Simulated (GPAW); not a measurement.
**CN in line between two Ru chains: relaxation, then transmission at several levels**

Aim: the conductance of CN in line between two Ru chains after relaxation, and whether geometry, basis or functional moves it most.

Program: GPAW 26.7.0. Level of theory: GPAW LCAO, PAW setups; relaxation of the junction within the symmetry of its start, lead ends held, in the first sound run; inputs show where later runs differ. Results are calculated unless marked as measured.

### 1. Starting point

The cell holds 18 atoms: 16 Ru, 1 C and 1 N. Its edges and angles: a = 9.000 Å, b = 9.000 Å, c = 38.373 Å, α = 90.0°, β = 90.0°, γ = 90.0°. Regions: left lead, 8 atoms (8 Ru); channel, 2 atoms (1 C and 1 N); right lead, 8 atoms (8 Ru). Vacuum lies along a and b. The structure is stacked along c, and the current runs across the ab planes.

### 2. Relaxing the atoms

Transmission follows bond lengths closely, so the atoms between the held lead ends are relaxed first, within whatever symmetry the start has.

run.py

```python
import json
from ase import Atoms
from ase.constraints import FixAtoms
from ase.optimize import BFGS
from gpaw import GPAW, FermiDirac

device = Atoms(
    ['Ru', 'Ru', 'Ru', 'Ru', 'Ru', 'Ru', 'Ru', 'Ru', 'C', 'N', 'Ru', 'Ru', 'Ru', 'Ru', 'Ru', 'Ru', 'Ru', 'Ru'],
    positions=[
        [4.50000, 4.50000, 1.12500],
        [4.50000, 4.50000, 3.37500],
        [4.50000, 4.50000, 5.62500],
        [4.50000, 4.50000, 7.87500],
        [4.50000, 4.50000, 10.12500],
        [4.50000, 4.50000, 12.37500],
        [4.50000, 4.50000, 14.62500],
        [4.50000, 4.50000, 16.87500],
        [4.50000, 4.50000, 18.60850],
        [4.50000, 4.50000, 19.78850],
        [4.50000, 4.50000, 21.49790],
        [4.50000, 4.50000, 23.74790],
        [4.50000, 4.50000, 25.99790],
        [4.50000, 4.50000, 28.24790],
        [4.50000, 4.50000, 30.49790],
        [4.50000, 4.50000, 32.74790],
        [4.50000, 4.50000, 34.99790],
        [4.50000, 4.50000, 37.24790]],
    cell=[[9.0, 0.0, 0.0], [0.0, 9.0, 0.0], [0.0, 0.0, 38.3729]],
    pbc=True)

device.set_constraint(FixAtoms([0, 1, 2, 3, 4, 5, 6, 11, 12, 13, 14, 15, 16, 17]))
device.calc = GPAW(mode='lcao', basis='dzp', xc='PBE', h=0.18,
                   kpts={'size': (1, 1, 2), 'gamma': True},
                   symmetry={'tolerance': 1e-3, 'extra_ids': [1, 1, 1, 1, 1, 1, 1, 0, 0, 0, 0, 1, 1, 1, 1, 1, 1, 1]},
                   occupations=FermiDirac(0.1), maxiter=250,
                   mixer=dict(beta=0.1, nmaxold=8, weight=100.0),
                   convergence=dict(density=0.0001), txt='relax.txt')
path = []
opt = BFGS(device, maxstep=0.15)
opt.attach(lambda: path.append((device.get_potential_energy(), device.positions.tolist(), device.get_forces().tolist())))
relaxed = bool(opt.run(fmax=0.05, steps=50))
json.dump(dict(relaxed=relaxed, path=path, positions=device.positions.tolist(), moments=device.get_magnetic_moments().tolist(),
               forces=device.get_forces(apply_constraint=False).tolist()), open('result.json', 'w'))
```

On the command line:

```bash
$ OMP_NUM_THREADS=1 OPENBLAS_NUM_THREADS=1 python run.py
```

The log of the run:

```text
Step          Energy          fmax
BFGS:    0      -88.531019        7.004273
BFGS:    1      -89.309020        2.851748
BFGS:    2      -89.499466        1.494836
BFGS:    3      -89.496812        1.528161
BFGS:    4      -89.511537        0.104241
BFGS:    5      -89.511669        0.040626
```

It took 26 min on 1 thread of Arm Neoverse V1, shared host; peak memory 2 GiB.

Step by step:

```
step  energy less that of the first step (eV)  largest force (eV/Å)
   1                                   0.0000                7.0043
   2                                  -0.7876                2.8517
   3                                  -0.9847                1.4948
   4                                  -0.9826                1.5282
   5                                  -0.9964                0.1042
   6                                  -0.9967                0.0406
```

The atoms that moved most (Å):

```
atom     dx     dy      dz  length
Ru11  0.000  0.000   0.168   0.168
 Ru8  0.000  0.000  -0.147   0.147
  C9  0.000  0.000  -0.011   0.011
 N10  0.000  0.000   0.006   0.006
```

Final coordinates:

```cif
data_structure
_symmetry_space_group_name_H-M 'P 1'
_symmetry_Int_Tables_number 1
_cell_length_a 9.0000
_cell_length_b 9.0000
_cell_length_c 38.3729
_cell_angle_alpha 90.000
_cell_angle_beta 90.000
_cell_angle_gamma 90.000
_cell_volume 3108.20
loop_
_atom_site_label
_atom_site_type_symbol
_atom_site_fract_x
_atom_site_fract_y
_atom_site_fract_z
_atom_site_occupancy
Ru1 Ru 0.50000 0.50000 0.02932 1
Ru2 Ru 0.50000 0.50000 0.08795 1
Ru3 Ru 0.50000 0.50000 0.14659 1
Ru4 Ru 0.50000 0.50000 0.20522 1
Ru5 Ru 0.50000 0.50000 0.26386 1
Ru6 Ru 0.50000 0.50000 0.32249 1
Ru7 Ru 0.50000 0.50000 0.38113 1
Ru8 Ru 0.50000 0.50000 0.43593 1
C9 C 0.50000 0.50000 0.48465 1
N10 N 0.50000 0.50000 0.51584 1
Ru11 Ru 0.50000 0.50000 0.56462 1
Ru12 Ru 0.50000 0.50000 0.61887 1
Ru13 Ru 0.50000 0.50000 0.67751 1
Ru14 Ru 0.50000 0.50000 0.73614 1
Ru15 Ru 0.50000 0.50000 0.79478 1
Ru16 Ru 0.50000 0.50000 0.85341 1
Ru17 Ru 0.50000 0.50000 0.91205 1
Ru18 Ru 0.50000 0.50000 0.97068 1
```

The relaxation lowered the energy of the cell by 0.997 eV (energies extrapolated to zero smearing; the optimiser's log prints free energies). The largest force left on a free atom is 0.041 eV/Å.

### 3. GPAW, dzp

Localised orbitals split the wire into layers that couple to their neighbours alone, which is what the Green's function method needs; double zeta with polarisation is the usual level for numbers.

This step: GPAW LCAO, PAW setups; Landauer transmission from Green's functions with principal layers (ASE), zero bias (GPAW 26.7.0).

run.py

```python
import json
import numpy as np
from ase import Atoms
from ase.transport.calculators import TransportCalculator
from gpaw import GPAW, FermiDirac
from gpaw.lcao.tools import get_lcao_hamiltonian
from scipy.linalg import eigh

# The junction with lead layers at both ends, along the third cell vector
device = Atoms(
    ['Ru', 'Ru', 'Ru', 'Ru', 'Ru', 'Ru', 'Ru', 'Ru', 'C', 'N', 'Ru', 'Ru', 'Ru', 'Ru', 'Ru', 'Ru', 'Ru', 'Ru'],
    positions=[
        [4.50000, 4.50000, 1.12500],
        [4.50000, 4.50000, 3.37500],
        [4.50000, 4.50000, 5.62500],
        [4.50000, 4.50000, 7.87500],
        [4.50000, 4.50000, 10.12500],
        [4.50000, 4.50000, 12.37500],
        [4.50000, 4.50000, 14.62500],
        [4.50000, 4.50000, 16.72795],
        [4.50000, 4.50000, 18.59729],
        [4.50000, 4.50000, 19.79415],
        [4.50000, 4.50000, 21.66600],
        [4.50000, 4.50000, 23.74790],
        [4.50000, 4.50000, 25.99790],
        [4.50000, 4.50000, 28.24790],
        [4.50000, 4.50000, 30.49790],
        [4.50000, 4.50000, 32.74790],
        [4.50000, 4.50000, 34.99790],
        [4.50000, 4.50000, 37.24790]],
    cell=[[9.0, 0.0, 0.0], [0.0, 9.0, 0.0], [0.0, 0.0, 38.3729]],
    pbc=True)

# One principal layer of the lead: the first 5 atoms of the device
lead = Atoms(
    ['Ru', 'Ru', 'Ru', 'Ru', 'Ru'],
    positions=[
        [4.50000, 4.50000, 1.12500],
        [4.50000, 4.50000, 3.37500],
        [4.50000, 4.50000, 5.62500],
        [4.50000, 4.50000, 7.87500],
        [4.50000, 4.50000, 10.12500]],
    cell=[[9.0, 0.0, 0.0], [0.0, 9.0, 0.0], [0.0, 0.0, 11.25]],
    pbc=True)

settings = dict(mode='lcao', basis='dzp', xc='PBE', h=0.18,
                occupations=FermiDirac(0.1), maxiter=250,
                mixer=dict(beta=0.1, nmaxold=8, weight=100.0),
                convergence=dict(density=0.0001))
energies = np.arange(-2, 2 + 1e-9, 0.025)
eta = 0.0001
n1, n2 = 1, 1
# k and -k transmit alike, so half of the mesh across the current serves
mesh = [(i, j) for i in range(n1) for j in range(n2) if (i, j) <= (-i % n1, -j % n2)]
weights = np.array([1 if (i, j) == (-i % n1, -j % n2) else 2 for i, j in mesh]) / (n1 * n2)


def ground_state(atoms, size, txt):
    atoms.calc = GPAW(kpts={'size': size, 'gamma': True}, symmetry={'tolerance': 1e-3}, txt=txt, **settings)
    atoms.get_potential_energy()
    return atoms.calc.get_fermi_level()


def blocks(atoms, fermi, points, nz, cells):
    """H - E_F S and S between cell 0 and the cells above it, at each point across the current."""
    kz = np.arange(nz) / nz
    calc = atoms.calc.fixed_density(kpts=[(*k, z) for k in points for z in kz], symmetry='off', txt=None)
    H, S = get_lcao_hamiltonian(calc)
    H = (H - fermi * S).reshape(len(H), len(points), nz, *S.shape[1:])
    S = S.reshape(H.shape[1:])
    phases = [np.exp(-2j * np.pi * kz * R) / nz for R in cells]
    return [(np.einsum('skzij,z->ksij', H, p), np.einsum('kzij,z->kij', S, p)) for p in phases]


def pair(a, b):
    return np.block([[a, b], [b.T.conj(), a]])


def count_channels(h, s, cells, nk=240):
    """Half the number of times that the lead's bands cross each energy, unfolded to its shortest repeat."""
    b = len(h) // cells
    bands = []
    for k in (np.arange(nk + 1) + 0.5) / nk:
        hk, sk = h[:b, :b].copy(), s[:b, :b].copy()
        for R in range(1, cells):
            phase, block = np.exp(2j * np.pi * k * R), slice(R * b, (R + 1) * b)
            hk += h[:b, block] * phase + (h[:b, block] * phase).T.conj()
            sk += s[:b, block] * phase + (s[:b, block] * phase).T.conj()
        w, u = eigh(sk)
        x = u[:, w > 1e-5] / w[w > 1e-5]**0.5  # drop near-dependent combinations
        bands.append(np.r_[eigh(x.T.conj() @ hk @ x, eigvals_only=True), [1e9] * (w <= 1e-5).sum()])
    below = np.array(bands)[:, :, None] < energies
    return (below[1:] != below[:-1]).sum((0, 1)) / 2


fermi_lead = ground_state(lead, (1, 1, 10), 'lead.txt')
fermi_device = ground_state(device, (1, 1, 2), 'device.txt')
T, channels, eigen, tail, misfit, shifts = [], [], [], 0.0, 0.0, []
for first in range(0, len(mesh), 342):
    points = [(i / n1, j / n2) for i, j in mesh[first:first + 342]]
    (H0k, S0k), (H1k, S1k), (H2k, _) = blocks(lead, fermi_lead, points, 5, range(3))
    [(Hk, Sk)] = blocks(device, fermi_device, points, 2, [0])
    tail = max(tail, abs(H2k).max())
    for H0, S0, H1, S1, H, S in zip(H0k, S0k, H1k, S1k, Hk, Sk):
        n = len(S0)
        # Shift the lead onto the potential of the device's first layer
        shift = ((H[:, 0, 0] - H0[:, 0, 0]) / S0[0, 0]).real.mean()
        shifts.append(shift)
        misfit = max(misfit, abs(H[:, :n, :n] - H0 - shift * S0).max())
        Tk, Ck, Ek = [], [], []
        for s in range(len(H)):
            t = s % len(H0)  # a lead without moments serves both spins
            h1, s1 = pair(H0[t] + shift * S0, H1[t] + shift * S1), pair(S0, S1)
            leads = dict(h1=h1, s1=s1, energies=energies, eta=eta, eta1=eta, eta2=eta)
            calc = TransportCalculator(h=H[s], s=S, eigenchannels=3, **leads)
            Tk.append(calc.get_transmission())
            Ek.append(np.sort(calc.eigenchannels_ne, axis=0)[::-1])
            Ck.append(count_channels(h1, s1, 10))
        T.append(Tk)
        channels.append(Ck)
        eigen.append(Ek)
T, channels = np.array(T), np.array(channels)
mean, open_channels = np.einsum('kse,k->se', T, weights), np.einsum('kse,k->se', channels, weights)

print(f'basis functions: device {len(S)}, principal layer {n}')
print(f'Fermi level: lead {fermi_lead:.4f} eV, device {fermi_device:.4f} eV; lead shifted by {np.mean(shifts):.4f} eV')
print(f'largest coupling past the next layer {tail:.2e} eV, largest misfit of the first layer {misfit:.3f} eV')
print('  E-E_F (eV)   ' + 'T (one spin)  channels')
for e, t, c in zip(energies, mean.T, open_channels.T):
    print(f'{e:10.3f}  ', *[f'{x:11.4e}' for x in t], *[f'{x:9.4f}' for x in c])

kT = 8.617333e-5 * 300
fine = np.linspace(energies[0], energies[-1], 4001)
both = np.exp(np.interp(fine, energies, np.log(np.maximum(mean.sum(0) * 2 / len(mean), 1e-30))))
fermi = lambda mu: 1 / (1 + np.exp(np.clip((fine - mu) / kT, -200, 200)))
slope = fermi(0) * (1 - fermi(0)) / kT
G = np.trapezoid(both * slope, fine) / 2
seebeck = -np.trapezoid(both * slope * fine, fine) / (2 * G * 300) * 1e6
print(f'conductance at 300 K: {G:.5g} G0 a cell; thermopower {seebeck:.4g} uV/K')
bias = [0.1, 0.2, 0.5, 1.0, 1.5, 2.0]
current = [38.74 * np.trapezoid(both * (fermi(V / 2) - fermi(-V / 2)), fine) for V in bias]
for V, I in zip(bias, current):
    print(f'current from the zero-bias T(E) at {V} V: {I:.5g} uA')
zero = abs(energies).argmin()
json.dump(dict(energies=energies.tolist(), T=mean.tolist(), channels=open_channels.tolist(), G=G, seebeck=seebeck,
               bias=bias, current=current, tail=tail, misfit=misfit, shift=np.mean(shifts), n_device=len(S), n_lead=n,
               fermi=[fermi_lead, fermi_device], energy=device.get_potential_energy(),
               moments=device.get_magnetic_moments().tolist(), mesh=mesh, weights=weights.tolist(),
               T_k=T[:, :, zero].tolist(), eigen=np.array(eigen[0]).tolist()), open('result.json', 'w'))
```

The log of the run:

```text
basis functions: device 490, principal layer 145
Fermi level: lead -3.4327 eV, device -3.4413 eV; lead shifted by 0.0042 eV
largest coupling past the next layer 2.00e-05 eV, largest misfit of the first layer 0.050 eV
  E-E_F (eV)   T (one spin)  [channel counts left out]
    -2.000    4.7443e-01
    -1.975    4.7651e-01
    -1.950    4.7895e-01
    -1.925    4.8176e-01
    -1.900    4.8492e-01
    -1.875    4.8844e-01
    -1.850    4.9231e-01
    -1.825    4.9652e-01
    -1.800    5.0107e-01
    -1.775    5.0593e-01
    -1.750    5.1110e-01
    -1.725    5.1656e-01
    -1.700    5.2230e-01
    -1.675    5.2829e-01
    -1.650    5.3451e-01
    -1.625    5.4094e-01
[...]
1.825    1.5654e+00
     1.850    1.5468e+00
     1.875    1.5253e+00
     1.900    1.5001e+00
     1.925    1.4700e+00
     1.950    1.4335e+00
     1.975    1.3886e+00
     2.000    1.3320e+00
conductance at 300 K: 1.4309 G0 a cell; thermopower -2.209 uV/K
current from the zero-bias T(E) at 0.1 V: 11.083 uA
current from the zero-bias T(E) at 0.2 V: 22.147 uA
current from the zero-bias T(E) at 0.5 V: 55.043 uA
current from the zero-bias T(E) at 1.0 V: 108.12 uA
current from the zero-bias T(E) at 1.5 V: 158.62 uA
current from the zero-bias T(E) at 2.0 V: 207.04 uA
```

Wall time 9.2 min (1 thread); peak memory 2.2 GiB.

This step gave:

* conductance: 1.431 G₀
* thermopower: -2.209 μV/K
* largest coupling past the next principal layer: 2.00e-5 eV
* largest misfit of the first principal layer: 0.04973 eV
* shift that aligns the lead: 0.004163 eV
* basis functions of the junction: 490
* basis functions of a principal layer: 145
* transmission at the Fermi level (one spin): 1.432

One spin. Table of transmission, zone mean by energy, zero at the Fermi level:

```
energy (eV)  transmission, zone mean
     -2.000                    0.474
     -1.900                    0.485
     -1.800                    0.501
     -1.700                    0.522
     -1.600                    0.548
     -1.500                    0.575
     -1.400                    0.602
     -1.300                    0.622
     -1.200                    0.672
     -1.100                    0.731
     -1.000                    0.787
     -0.900                    0.836
     -0.800                    0.903
     -0.700                    0.969
     -0.600                     1.04
     -0.500                     1.11
     -0.400                     1.19
     -0.300                     1.26
     -0.200                     1.33
     -0.100                     1.38
      0.000                     1.43
      0.100                     1.47
      0.200                     1.50
      0.300                     1.52
      0.400                     1.54
      0.500                     1.56
      0.600                     1.58
      0.700                     1.60
      0.800                     1.62
      0.900                     1.65
      1.000                     1.67
      1.100                     1.69
      1.200                     1.70
      1.300                     1.71
      1.325                     1.71
      1.400                     1.71
      1.500                     1.69
      1.600                     1.68
      1.700                     1.63
      1.800                     1.58
      1.900                     1.50
      2.000                     1.33
```

Not self-consistent under bias; the bias window is split evenly. Table of current through one cell, from the zero-bias transmission by bias:

```
bias (V)  current through one cell, from the zero-bias transmission (μA)
   0.100                                                            11.1
   0.200                                                            22.1
   0.500                                                            55.0
   1.000                                                             108
   1.500                                                             159
   2.000                                                             207
```

Transmission of the three most open eigenchannels against energy, zero at the Fermi level:

```
energy (eV)  channel 1 = channel 2  channel 3
     -2.000                  0.185      0.105
     -1.800                  0.206     0.0888
     -1.600                  0.239     0.0698
     -1.400                  0.280     0.0423
     -1.200                  0.326     0.0200
     -1.000                  0.376     0.0352
     -0.800                  0.431     0.0404
     -0.600                  0.496     0.0466
     -0.400                  0.566     0.0539
     -0.200                  0.632     0.0602
      0.000                  0.684     0.0634
      0.200                  0.717     0.0634
      0.400                  0.739     0.0618
      0.600                  0.758     0.0602
      0.800                  0.781     0.0588
      1.000                  0.804     0.0574
      1.200                  0.819     0.0571
      1.400                  0.821     0.0583
      1.600                  0.807     0.0590
      1.800                  0.770     0.0423
      2.000                  0.647     0.0383
```

Couplings past the next layer reach 2.0e-5 eV, small enough to drop; the matrix elements of the cell's first layer differ from the bulk lead's by up to 0.050 eV. That layer keeps its own values in the calculation, and only beyond it is the lead taken as perfect. The Fermi levels of lead and junction count from different zeros of potential, one for each periodic cell; with both set to zero, the small remaining shift is what aligns them. By hand: G = 1.431 × 77.48 μS = 111 μS, a resistance of 9.02 kΩ; at 0.1 V a linear junction would pass 11.1 μA, and the integral over the bias window gives 11.1 μA. Mott's formula, S = -(π²/3)(k_B²T/e) d ln T/dE, has the prefactor 7.33 μV/K·eV at 300 K; T = 1.421 at -0.025 eV and 1.443 at 0.025 eV give a slope of 0.300 per eV and S = -2.20 μV/K, beside -2.21 μV/K from the thermal integral, which interpolates the same grid.

(Part 1 of 3 ends here.)

[Logs are printed without paths, hosts, clocks, repeated set-up lines and the standing remarks that a program may print on its own settings, such as how far it seeks lower states.]

[Hosts, paths, dates, database ids (printed as entryN), source tags and the programs' standing remarks are cut or masked in the printed files.]
